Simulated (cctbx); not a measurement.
# Accept or mend?

Cell a = 4.1690 Å, b = 37.5600 Å, c = 4.1960 Å, α = 90.00°, β = 90.00°, γ = 90.00°; space group Cmcm (no. 63). The compound is LiZr2Sn4.

The data are simulated with cctbx, not measured: synchrotron X-rays, λ = 0.4959 Å, to d = 0.6 Å, 50 % of the full sphere, strongest reflection 5000 counts, noise from counting, a 3 % proportional error and a noise floor of 2 counts (s.d.); no absorption.

An anisotropic refinement with weights 1/σ² prints:

```text
Rint 0.057, 931 unique reflections to 0.60 A
cycle     R1     wR2    GooF  max shift (A)
   1  0.0897  0.1883   2.449   0.00263
   2  0.0375  0.0802   1.043   0.00002
final R1 0.0375 wR2 0.0802 GooF 1.043  parameters 24  data/parameter 38.8
atom        x        y        z      Ueq    occ   su(xyz)  su(Uiso or U11)
Sn1    0.00000  0.79769  0.75000   0.0222  1.000  0.00003  0.0004
Sn2    0.50000  0.61241  0.75000   0.0175  1.000  0.00002  0.0004
Sn3    0.50000  0.88761  0.75000   0.0117  1.000  0.00002  0.0003
Sn4    0.00000  0.52329  0.75000   0.0135  1.000  0.00002  0.0003
Zr1    0.00000  0.95372  0.75000   0.0213  1.000  0.00003  0.0006
Zr2    0.00000  0.67760  0.75000   0.0280  1.000  0.00004  0.0004
difference map: max 6.17 min -2.48 rms 0.58
Q1    0.0000  0.2511  0.7500    4    6.58  2.72 A from Sn1
Q2    0.0000  0.0841  0.2500    4    2.55  1.42 A from Zr1
Q3    0.0000  0.3686  0.5586    8    2.51  1.07 A from Sn3
Q4    0.0000  0.0734  0.7500    4    2.34  1.47 A from Sn2
Q5    0.0000  0.0522  0.7500    4    2.21  2.11 A from Zr1
Q6    0.1590  0.1761  0.2500    8    2.17  1.19 A from Sn1
```

**Question.** Can this result stand? If not, what is the likely fault?

Mend it. The fault: an atom left out, Li at (1/2, 0.7503, 3/4). Against the right model at the same level, R1 goes from 0.0341 to 0.0375 and GooF from 0.97 to 1.04 and the top difference peak, 6.6 e/Å³, lies 2.72 Å from Sn1. Q1 is the missing atom. With scattering power missing, scale and phases suffer, so peaks may also grow on the heavy atoms.

The compound is LiZr2Sn4. The right model at the same level gives:

```text
Rint 0.057, 931 unique reflections to 0.60 A
cycle     R1     wR2    GooF  max shift (A)
   1  0.0879  0.1838   2.395   0.03920
   8  0.0341  0.0742   0.967   0.00083
final R1 0.0341 wR2 0.0742 GooF 0.967  parameters 28  data/parameter 33.2
atom        x        y        z      Ueq    occ   su(xyz)  su(Uiso or U11)
Sn1    0.00000  0.79771  0.75000   0.0222  1.000  0.00003  0.0004
Sn2    0.50000  0.61241  0.75000   0.0176  1.000  0.00002  0.0004
Sn3    0.50000  0.88761  0.75000   0.0118  1.000  0.00002  0.0003
Sn4    0.00000  0.52328  0.75000   0.0136  1.000  0.00002  0.0003
Zr1    0.00000  0.95373  0.75000   0.0215  1.000  0.00003  0.0006
Zr2    0.00000  0.67759  0.75000   0.0281  1.000  0.00003  0.0003
Li1    0.50000  0.75179  0.75000   0.0387  1.000  0.00093  0.0207
difference map: max 2.46 min -2.59 rms 0.55
Q1    0.0000  0.0833  0.2500    4    2.62  1.39 A from Zr1
Q2    0.0000  0.3677  0.5611    8    2.40  1.09 A from Sn3
Q3    0.2374  0.1459  0.2500    8    2.22  1.67 A from Sn3
Q4    0.0000  0.0529  0.7500    4    2.15  2.11 A from Zr1
Q5    0.0000  0.3782  0.1269    8    2.14  1.62 A from Sn3
Q6    0.0000  0.2636  0.5879    8    2.13  0.81 A from Li1
```

Isotropic U is held between 0.0001 and 1 Å² by the program, and listed peak heights are interpolated, so they can pass the grid's maximum.

The model is made up (kin elements in a known structure type, no relaxation), so it says nothing on whether the phase exists.

[Middle refinement cycles are left out of these outputs.]

[Logs are printed without paths, hosts, clocks, repeated set-up lines and the standing remarks that a program may print on its own settings, such as how far it seeks lower states.]
